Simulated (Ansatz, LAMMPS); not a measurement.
# Structural relaxation of amorphous 81SiO2-19TiO2 (mol %) (96 atoms), part 3 of 4

Aim: bring amorphous 81SiO2-19TiO2 (mol %) (96 atoms) to a nearby minimum of the energy and see what moves.

Ansatz 0.2.0; Kohn-Sham DFT, PBE, PAW (set soft_2), plane waves.

The cell: 26 Si, 6 Ti and 64 O. The quench rate of 50 K/ps far exceeds what a furnace or splat quench reaches. The starting topology of bonds comes from the classical model. Only the Γ point is sampled in the main run, in a cell whose shortest periodic width is 11 Å.

So far. Step 4 (Cell and atoms relaxed): The relaxation changed the energy by -60.2 meV/atom, and atoms moved by 0.26 Å r.m.s., 0.51 Å at most.

## (6) Single point at the relaxed geometry

One more single point at the end of the walk gives the fuller output and checks the residual forces.

Input file input.yaml:

```yaml
crystal:
  lattice:
    - [11.4034, -0.13666, 0.11544]
    - [-0.13666, 11.65205, 0.4442]
    - [0.11544, 0.4442, 11.24182]
  atoms:
    - { symbol: Si, position: [0.28102, 0.6147, 0.77555] }
    - { symbol: Si, position: [0.94251, 0.45047, 0.68494] }
    - { symbol: Si, position: [0.67521, 0.85539, 0.25015] }
    - { symbol: Si, position: [0.74879, 0.2437, 0.70214] }
    - { symbol: Si, position: [0.06275, 0.51079, 0.91948] }
    - { symbol: Si, position: [0.43432, 0.76726, 0.60985] }
    - { symbol: Si, position: [0.75509, 0.40188, 0.17847] }
    - { symbol: Si, position: [0.15122, 0.2957, 0.07815] }
    - { symbol: Si, position: [0.54582, 0.52274, 0.57772] }
    - { symbol: Si, position: [0.9948, 0.37727, 0.28464] }
    - { symbol: Si, position: [0.35606, 0.04941, 0.78031] }
    - { symbol: Si, position: [0.24745, 0.90545, 0.24751] }
    - { symbol: Si, position: [0.79134, 0.6241, 0.54871] }
    - { symbol: Si, position: [0.93295, 0.58829, 0.15658] }
    - { symbol: Si, position: [0.67874, 0.25657, 0.97228] }
    - { symbol: Si, position: [0.66979, 0.77857, 0.70926] }
    - { symbol: Si, position: [0.13056, 0.75975, 0.45301] }
    - { symbol: Si, position: [0.88617, 0.74905, 0.33211] }
    - { symbol: Si, position: [0.18633, 0.4999, 0.56698] }
    - { symbol: Si, position: [0.51422, 0.15536, 0.57676] }
    - { symbol: Si, position: [0.32806, 0.30627, 0.44242] }
    - { symbol: Si, position: [0.08481, 0.19361, 0.42537] }
    - { symbol: Si, position: [0.50988, 0.43799, 0.31618] }
    - { symbol: Si, position: [0.4595, 0.9572, 0.4013] }
    - { symbol: Si, position: [0.80229, 0.02126, 0.06613] }
    - { symbol: Si, position: [0.03855, 0.07962, 0.18528] }
    - { symbol: Ti, position: [0.53991, 0.54743, 0.85053] }
    - { symbol: Ti, position: [0.85619, 0.98093, 0.79254] }
    - { symbol: Ti, position: [0.40141, 0.18251, 0.00986] }
    - { symbol: Ti, position: [0.11226, 0.98163, 0.62851] }
    - { symbol: Ti, position: [0.55655, 0.64133, 0.11929] }
    - { symbol: Ti, position: [0.41006, 0.89531, 0.01896] }
    - { symbol: O, position: [0.65141, 0.72458, 0.21338] }
    - { symbol: O, position: [0.51327, 0.06992, 0.46465] }
    - { symbol: O, position: [0.34882, 0.98367, 0.31068] }
    - { symbol: O, position: [0.27109, 0.51765, 0.67957] }
    - { symbol: O, position: [0.92551, 0.71975, 0.19588] }
    - { symbol: O, position: [0.89966, 0.57475, 0.6268] }
    - { symbol: O, position: [0.1571, 0.60664, 0.85362] }
    - { symbol: O, position: [0.48298, 0.64831, 0.56132] }
    - { symbol: O, position: [0.90518, 0.03793, 0.1612] }
    - { symbol: O, position: [0.86364, 0.33412, 0.24516] }
    - { symbol: O, position: [0.00123, 0.57447, 0.02945] }
    - { symbol: O, position: [0.07835, 0.17228, 0.07289] }
    - { symbol: O, position: [0.25967, 0.42071, 0.48035] }
    - { symbol: O, position: [0.56625, 0.90434, 0.32542] }
    - { symbol: O, position: [0.40721, 0.3365, 0.31944] }
    - { symbol: O, position: [0.34254, 0.15666, 0.86589] }
    - { symbol: O, position: [0.86743, 0.97099, 0.95203] }
    - { symbol: O, position: [0.74205, 0.35099, 0.04921] }
    - { symbol: O, position: [0.84838, 0.34553, 0.66176] }
    - { symbol: O, position: [0.58617, 0.53755, 0.00635] }
    - { symbol: O, position: [0.22734, 0.21055, 0.41563] }
    - { symbol: O, position: [0.69867, 0.9376, 0.12766] }
    - { symbol: O, position: [0.63535, 0.39334, 0.26188] }
    - { symbol: O, position: [0.24115, 0.03602, 0.6992] }
    - { symbol: O, position: [0.10625, 0.34755, 0.20021] }
    - { symbol: O, position: [0.99753, 0.78166, 0.4096] }
    - { symbol: O, position: [0.64233, 0.21921, 0.60603] }
    - { symbol: O, position: [0.03122, 0.13506, 0.31193] }
    - { symbol: O, position: [0.40365, 0.8596, 0.50033] }
    - { symbol: O, position: [0.3692, 0.92965, 0.86509] }
    - { symbol: O, position: [0.96418, 0.46864, 0.82667] }
    - { symbol: O, position: [0.82243, 0.63809, 0.40658] }
    - { symbol: O, position: [0.5421, 0.82965, 0.67555] }
    - { symbol: O, position: [0.12757, 0.39246, 0.96852] }
    - { symbol: O, position: [0.21594, 0.79219, 0.33702] }
    - { symbol: O, position: [0.81583, 0.12214, 0.72834] }
    - { symbol: O, position: [0.99669, 0.9387, 0.73499] }
    - { symbol: O, position: [0.53776, 0.26492, 0.99624] }
    - { symbol: O, position: [0.79546, 0.85521, 0.32723] }
    - { symbol: O, position: [0.68745, 0.52956, 0.56804] }
    - { symbol: O, position: [0.73399, 0.13481, 0.01615] }
    - { symbol: O, position: [0.41353, 0.25075, 0.54678] }
    - { symbol: O, position: [0.15496, 0.62672, 0.50229] }
    - { symbol: O, position: [0.31845, 0.73709, 0.69797] }
    - { symbol: O, position: [0.0541, 0.10634, 0.54204] }
    - { symbol: O, position: [0.14726, 0.85543, 0.55066] }
    [... 12 atom lines left out ...]
    - { symbol: O, position: [0.1326, 0.97774, 0.20635] }
    - { symbol: O, position: [0.74966, 0.74715, 0.59418] }
    - { symbol: O, position: [0.44762, 0.03913, 0.06356] }
    - { symbol: O, position: [0.69625, 0.2837, 0.82887] }
    - { symbol: O, position: [0.38911, 0.5907, 0.86672] }
    - { symbol: O, position: [0.02037, 0.31937, 0.41835] }
kpoints:
  mp_grid: { grid: [1, 1, 1] }
hamiltonian:
  xc: pbe
scf:
  occupations: { method: fermi_dirac, width: 0.025 }
output:
  forces: true
  stress: true
  populations: true
  dos:
    method: { smearing: { sigma: 0.08 } }
    de: 0.05
    projected: { site_lists: { O: [O], Si: [Si], Ti: [Ti] } }
  eigenvalues: true
  write_density: true
  write_potential: true
  volumetric_format: npy
```

Launch:

```sh
$ ansatz run input.yaml --threads 4 --pin off --max-ram 8192MiB --backend cpu --events-out ev --progress --plain --runs-dir out
```

Numbers of over 12 decimals in the logs are rounded to 6 here.

The log of the run:

```text
[...]
Crystal: 96 atoms, lattice volume = 1491.105 Å³
Basis set: ecut = 420 eV, 29085 PW (Γ), exchange–correlation on 160×160×160 points (8 copies of the dense FFT grid, shifted against one another)
Bands: 376, of which v1, the nominal top of the filled ones, is band 280 counted from 1 (279 counted from 0)
Symmetry: 1 space group operations
[...]
k-points: 1
[...]
SCF iter   1: F=—  HF=-67950.683437 eV  |F-HF|=—  |Δ(HF+E_count)|=         —  Δρ=2.52e-3  dr2=1.38e-1  ethr=1.77e-3  ⟨swp⟩=5.0  Hψ=1520  notcnv=0  defer=67
[...]
SCF iter  11: F=-67950.693218 eV  HF=-67950.693218 eV  |F-HF|=2.84e-9  |Δ(HF+E_count)|=   7.89e-9  Δρ=8.24e-7  dr2=8.77e-9  ethr=1.79e-11  ⟨swp⟩=8.0  Hψ=1971  notcnv=0
SCF 1 converged in 11 iterations: F = -67950.693218 eV  dr2 = 8.77e-9
[...]
WARN: The input density's exchange-correlation potential varies sharply where the density is thin. Do not read a vacuum level from v_tot or v_xc, or from such a field of the output density. On a cell that repeats whose density bears no net charge and no dipole along the vacuum's axis use v_es (v_loc + v_h of the components); [...]
SCF converged after 11 iterations
Free energy (F): -67950.693218 eV
[...]
Internal energy: -67950.693218 eV  (E = F + TS)
E sigma→0 (E₀):  -67950.693218 eV
Fermi energy:    3.101107 eV
[...]
--- Forces (eV/Å), atoms counted from 1 ---
  atom   1  Si     0.00481971    -0.00756629    -0.01460766
  atom   2  Si    -0.00208959    -0.00343740    -0.00560621
  atom   3  Si    -0.00595321    -0.00087962     0.00859420
  atom   4  Si    -0.00522636    -0.00062993     0.00467391
  atom   5  Si    -0.00249938    -0.00193483     0.00910380
  atom   6  Si    -0.00081525     0.00362469    -0.00653678
  atom   7  Si     0.00167898     0.00936502    -0.00441949
  atom   8  Si    -0.00277215    -0.00116607     0.00020776
  atom   9  Si     0.00143400     0.01053783    -0.00904839
  atom  10  Si    -0.00323161    -0.00693396     0.00044234
  atom  11  Si    -0.00175310    -0.00118445    -0.00022344
  atom  12  Si     0.00666949    -0.00191027    -0.00274514
  atom  13  Si     0.00124030     0.00943162    -0.00037511
  atom  14  Si    -0.00509092     0.00053824    -0.00268511
[...]
atom  95  O     -0.00048868    -0.00002089    -0.00011141
  atom  96  O      0.00035616    -0.00343386    -0.00214334
  max |Σ_I F_I| component: 3.49e-5 eV/Å
--- Stress (GPa, compression-positive) ---
        0.010299       0.009073      -0.004924
        0.009074      -0.011958      -0.019879
       -0.004924      -0.019879       0.010502
  P = ⅓ Tr σ = 0.0029 GPa (0.029 kbar)
--- Band table (eV) ---
[...]
--- Löwdin populations: 96 sites ---
  site symbol       q [e]
     0     Si      2.2421
     1     Si      2.2073
     2     Si      2.2408
[...]
95      O      6.7674
  spilling = 0.011235 (of n_electrons = 560.000000)
```

Elapsed: 35 s, on 4 threads of Arm Neoverse V1, shared host; peak memory 1.9 GiB.

The program notes that the exchange-correlation potential is rough where the density is thin.

The run gave:

* free energy: -67950.6932 eV
* free energy per atom: -707.8197 eV/atom
* SCF cycles: 11
* pressure: 0.002948 GPa
* r.m.s. force component: 0.00409 eV/Å
* longest force: 0.01714 eV/Å
* Fermi energy: 3.101 eV
* gap (highest filled to lowest empty level): 3.676 eV
* spilling of the projection: 0.01124

Löwdin charges by element (they lack the spilled electrons, 0.066 e an atom on average):

```csv
element,coordination,atoms,mean charge (e),spread,least,most
O,all,64,-0.754,0.0512,-0.801,-0.597
Si,all,26,1.77,0.0167,1.72,1.80
Ti,all,6,1.42,0.008,1.40,1.43
```

Charge against the make-up of the first shell:

| Ti neighbours of O | atoms | mean charge (e) |
| --- | --- | --- |
| 0 | 44 | -0.785 |
| 1 | 16 | -0.703 |
| 2 | 4 | -0.616 |

States in the cell by windows of 1 eV, zero at the Fermi level; the larger projections on atomic orbitals stand beside the total:

```csv
from (eV),to (eV),total,O p,Si p,Ti d
-14,-11,0.0,0.0,0.0,0.0
-11,-10,10.3,6.8,0.4,0.0
-10,-9,16.2,10.9,1.1,0.1
-9,-8,14.5,10.2,1.5,0.1
-8,-7,29.9,22.5,5.6,0.1
-7,-6,34.7,26.2,5.4,1.4
-6,-5,28.1,21.4,2.9,1.7
-5,-4,73.1,61.4,3.4,4.5
-4,-3,84.7,76.7,2.1,3.1
-3,-2,84.2,80.0,1.0,1.4
-2,-1,8.4,8.2,0.0,0.1
-1,1,0.0,0.0,0.0,0.0
1,2,4.4,0.5,0.1,3.5
2,3,23.4,3.4,0.4,18.2
3,4,21.9,3.7,0.5,13.9
4,5,12.8,2.6,0.8,6.6
```

Between -26 and -14 eV lie 128 more states.

The stored curve holds about 512 of the 560 electrons; the rest, give or take the few that broadening carries across the Fermi level, lie in deeper levels below its range.

The levels nearest the highest filled one (over half full), pooled over k-points and spins:

| level less the highest filled one (eV) | occupation |
| --- | --- |
| -0.239 | 2 |
| -0.220 | 2 |
| -0.158 | 2 |
| -0.113 | 2 |
| -0.0765 | 2 |
| 0 | 2 |
| 3.68 | 0 |
| 3.71 | 0 |
| 3.86 | 0 |
| 3.96 | 0 |
| 4.00 | 0 |
| 4.14 | 0 |

Valence density in the ac plane at fractional y = 0.537, with atoms of Si and Ti and O within 0.2 Å of it. It is the smooth field of the valence electrons, not physical close to the nuclei.

Values in e/Å³, 13 rows by 16 columns, each cell a mean:
```
0.7 0.3 0.2 0.1 0.0 0.1 0.2 0.1 0.9 2.4 0.6 0.0 0.0 0.0 0.0 0.4
0.4 0.4 0.7 0.3 0.1 0.6 1.2 0.9 5.9 3.3 0.1 0.0 0.0 0.0 0.1 0.4
0.3 0.2 0.3 0.3 0.3 0.3 0.4 0.4 3.3 1.8 0.1 0.0 0.0 0.0 0.2 0.6
0.1 0.0 0.1 0.8 2.7 0.7 0.1 0.2 0.6 0.3 0.1 0.0 0.0 0.1 0.4 0.3
0.1 0.1 0.2 1.1 3.3 0.8 0.1 0.2 0.4 0.3 0.6 0.7 0.2 0.7 2.6 0.9
0.1 0.2 0.3 0.3 0.3 0.1 0.0 0.2 0.2 0.4 3.2 4.4 0.6 0.4 0.9 0.3
0.0 0.1 0.4 0.3 0.1 0.0 0.0 0.2 0.5 0.3 0.6 0.8 0.2 0.1 0.1 0.0
0.0 0.0 0.1 0.1 0.0 0.0 0.0 0.2 0.3 0.1 0.0 0.0 0.1 0.1 0.0 0.0
0.8 0.1 0.0 0.0 0.0 0.0 0.1 0.3 0.2 0.1 0.0 0.0 0.0 0.0 0.1 0.7
3.5 0.3 0.0 0.0 0.0 0.0 0.6 3.8 1.6 0.1 0.0 0.0 0.1 0.1 0.3 2.8
0.6 0.1 0.0 0.0 0.0 0.0 0.3 2.1 1.0 0.1 0.0 0.3 3.1 2.5 0.5 0.7
0.5 0.1 0.0 0.0 0.0 0.0 0.0 0.1 0.2 0.3 0.1 0.2 2.4 2.0 0.4 0.6
2.4 0.4 0.0 0.0 0.0 0.0 0.0 0.1 1.1 4.5 1.1 0.1 0.1 0.1 0.2 1.6
```
Columns run along a (11.4 Å), rows up along c (11.3 Å). Atoms in or near the plane, at fractional coordinates: Si at (0.55, 0.58), Ti at (0.54, 0.85), O at (0.59, 0.01), O at (0.69, 0.57), O at (0.47, 0.23), O at (0.80, 0.15).

Electrostatic potential energy in the ac plane at fractional y = 0.537, with atoms of Si and Ti and O within 0.2 Å of it. With pseudopotentials it is smooth inside the atoms' cores, unlike the true potential.

Ten even steps from '_' (-39 eV) to '@' (9 eV), each cell a mean:
```
++--::==##%%@@@@@@@@@@@@@@@@@@@@%%++....++@@@@@@@@@@@@@@@@@@@@##
--______++%%@@@@@@@@@@@@@@@@%%##++++++##%%@@@@@@@@@@@@@@@@@@@@##
==____..++%%@@@@@@@@@@%%****##==......==##@@@@@@@@@@@@@@@@@@@@##
##**++**##%%%%%%%%%%%%%%**####--______--##%%@@@@@@@@@@@@@@@@%%%%
%%%%%%%%@@@@%%%%****##%%%%@@%%++::..::++##@@@@@@@@@@@@@@@@@@%%%%
@@@@@@@@@@@@%%%%****##%%@@@@@@%%##**##%%%%@@@@@@@@@@@@@@@@@@@@@@
%%@@@@@@@@@@@@**----**@@@@@@@@@@%%%%%%@@@@@@@@@@@@@@@@@@%%%%%%%%
%%@@@@@@@@%%%%--____==@@@@@@@@@@%%%%%%%%@@@@@@@@@@@@@@%%**++**##
%%@@@@%%##****++----##@@@@@@%%##==----**%%%%##%%@@@@%%**::..++%%
@@@@@@%%++..__--**%%@@@@@@@@%%++______::++....--##%%%%##====##@@
@@@@@@##==____..**%%@@@@@@@@%%++______::==____::**####%%%%@@@@@@
@@@@@@%%**==--++##%%@@@@@@@@@@%%++--==**%%**++##%%%%%%%%@@@@@@@@
@@@@@@@@%%%%%%%%@@@@@@@@@@@@@@@@%%%%%%%%@@@@@@@@@@@@@@@@@@@@@@@@
@@@@@@@@@@@@@@@@@@@@@@@@@@@@@@@@@@@@@@@@@@@@@@@@@@@@@@@@@@@@@@@@
@@@@@@@@@@@@@@@@@@@@@@@@@@@@@@@@@@@@@@@@@@@@@@@@@@@@@@@@@@@@@@@@
@@@@@@@@@@@@@@@@@@@@@@@@@@@@@@%%%%%%@@@@@@@@@@@@@@@@@@@@@@@@@@@@
::**@@@@@@@@@@@@@@@@@@@@@@@@%%####%%%%@@@@@@@@@@@@@@@@@@@@@@##--
__--@@@@@@@@@@@@@@@@@@@@@@##::__--##%%@@@@@@@@@@@@@@@@@@@@%%++__
--##@@@@@@@@@@@@@@@@@@@@@@##..__::##@@@@@@@@@@@@@@%%%%%%##**++--
##@@@@@@@@@@@@@@@@@@@@@@@@@@##++##%%%%%%@@@@@@%%==__..++++::..==
##@@@@@@@@@@@@@@@@@@@@@@@@@@@@@@%%%%%%%%%%@@@@%%--____==++::::==
##%%@@@@@@@@@@@@@@@@@@@@@@@@@@@@%%%%%%%%@@@@@@@@%%++++%%##****##
::**@@@@@@@@@@@@@@@@@@@@@@@@@@@@@@##--==##@@@@@@@@@@@@@@@@%%##--
::==##%%%%@@@@@@@@@@@@@@@@@@@@@@@@--____--@@@@@@@@@@@@@@@@@@%%--
```
Columns run along a (11.4 Å; values clipped at the 3rd and 97th percentile), rows up along c (11.3 Å). Atoms in or near the plane, at fractional coordinates: Si at (0.55, 0.58), Ti at (0.54, 0.85), O at (0.59, 0.01), O at (0.69, 0.57), O at (0.47, 0.23), O at (0.80, 0.15).

Mean Löwdin charges: O -0.75, Si +1.77, Ti +1.42 e (they miss 1.1 % of the electrons, so they add up to more than the cell's charge). The charge on O changes by +0.084 e for each Ti neighbour that takes the place of another kind, on average. The largest share in the top eV of filled states is O p (97 % of the projected weight), and in the lowest eV of empty states Ti d (81 % of the projected weight).

The surroundings of Ti29, one of the 6 Ti atoms, nearest first, numbered as they follow in the input and with coordinates relative to it.

```
atom      x      y      z  distance (Å)  bonds  Löwdin charge (e)
Ti29   0.00   0.00   0.00          0.00      4               1.42
 O70   1.54   0.94  -0.10          1.81      2              -0.70
 O48  -0.68  -0.36  -1.64          1.81      2              -0.69
 O93   0.55  -1.65   0.55          1.83      2              -0.62
 O80  -1.28   1.01   0.84          1.83      2              -0.71
Si11  -0.53  -1.65  -2.64          3.16      4               1.72
Si15   3.15   0.81  -0.36          3.27      4               1.77
 Si8  -2.86   1.38   0.79          3.27      4               1.77
Ti32   0.14  -3.34  -0.02          3.35      4               1.40
```

The column of bonds counts only the pairs O-Si within 2.08 Å, O-Ti within 2.64 Å; other neighbours, such as metal atoms beside each other in a compound, aren't counted, and periodic images can show an atom twice.

## (7) K-mesh 2×2×2

Large cells are often run on few k-points; this run checks whether the reference had enough.

Edit input.yaml of step 6 so:

```diff
@@ -8,3 +8,3 @@
 kpoints:
-  mp_grid: { grid: [1, 1, 1] }
+  mp_grid: { grid: [2, 2, 2] }
 hamiltonian:
@@ -22,4 +22 @@
   eigenvalues: true
-  write_density: true
-  write_potential: true
-  volumetric_format: npy
```

The log of the run:

```text
[...]
Crystal: 96 atoms, lattice volume = 1491.105 Å³
Basis set: ecut = 420 eV, 29085 PW (Γ), exchange–correlation on 160×160×160 points (8 copies of the dense FFT grid, shifted against one another)
Bands: 376, of which v1, the nominal top of the filled ones, is band 280 counted from 1 (279 counted from 0)
Symmetry: 1 space group operations
[...]
k-points: 8
[...]
SCF iter   1: F=—  HF=-67950.705976 eV  |F-HF|=—  |Δ(HF+E_count)|=         —  Δρ=2.52e-3  dr2=1.38e-1  ethr=1.77e-3  ⟨swp⟩=5.0  Hψ=12150  notcnv=0  defer=511
[...]
SCF iter  10: F=—  HF=-67950.715103 eV  |F-HF|=—  |Δ(HF+E_count)|=   1.55e-7  Δρ=2.70e-6  dr2=1.04e-7  ethr=1.79e-11  ⟨swp⟩=15.6  Hψ=17780  notcnv=0
SCF iter  11: F=-67950.715103 eV  HF=-67950.715103 eV  |F-HF|=2.74e-9  |Δ(HF+E_count)|=   8.02e-9  Δρ=8.27e-7  dr2=8.82e-9  ethr=1.79e-11  ⟨swp⟩=4.0  Hψ=7582  notcnv=0
SCF 1 converged in 11 iterations: F = -67950.715103 eV  dr2 = 8.82e-9
[...]
SCF converged after 11 iterations
Free energy (F): -67950.715103 eV
[...]
Internal energy: -67950.715103 eV  (E = F + TS)
E sigma→0 (E₀):  -67950.715103 eV
Fermi energy:    3.100429 eV
[...]
Σ components = -67950.715103   (vs F -67950.715103, Δ=0.00e0)
--- Forces (eV/Å), atoms counted from 1 ---
  atom   1  Si     0.00524582    -0.00739820    -0.01319319
  atom   2  Si    -0.00351379    -0.00526543    -0.00585165
  atom   3  Si    -0.00562135    -0.00222875     0.00803262
  atom   4  Si    -0.00707787    -0.00101691     0.00551725
[...]
atom  96  O      0.00045661    -0.00339597    -0.00196837
  max |Σ_I F_I| component: 3.76e-5 eV/Å
--- Stress (GPa, compression-positive) ---
        0.010409       0.009778      -0.004944
        0.009778      -0.008955      -0.019815
       -0.004943      -0.019815       0.011745
  P = ⅓ Tr σ = 0.0044 GPa (0.044 kbar)
--- Band table (eV; the first three rows and the last of 8) ---
[...]
--- Löwdin populations: 96 sites ---
  site symbol       q [e]
     0     Si      2.2420
     1     Si      2.2073
     2     Si      2.2408
[...]
95      O      6.7674
  spilling = 0.011236 (of n_electrons = 560.000000)
```

It took 5.3 min on 4 threads; peak memory 6.1 GiB.

The program notes that it cut back its work space to fit the memory limit.

Geometry and reference: those of the single point at the relaxed geometry.

Forces differ from those of the single point at the relaxed geometry by 1.6 meV/Å r.m.s.; the energy by -0.23 meV/atom and the gap by -0.023 eV. It took 5.3 min and 11 cycles; the reference's time can't be set against it, since the two runs asked for unlike analyses.

[end of part 3 of 4]

[Logs are printed without paths, hosts, clocks, repeated set-up lines and the standing remarks that a program may print on its own settings, such as how far it seeks lower states.]

[Hosts, paths, dates, database ids (printed as entryN), source tags and the programs' standing remarks are cut or masked in the printed files.]
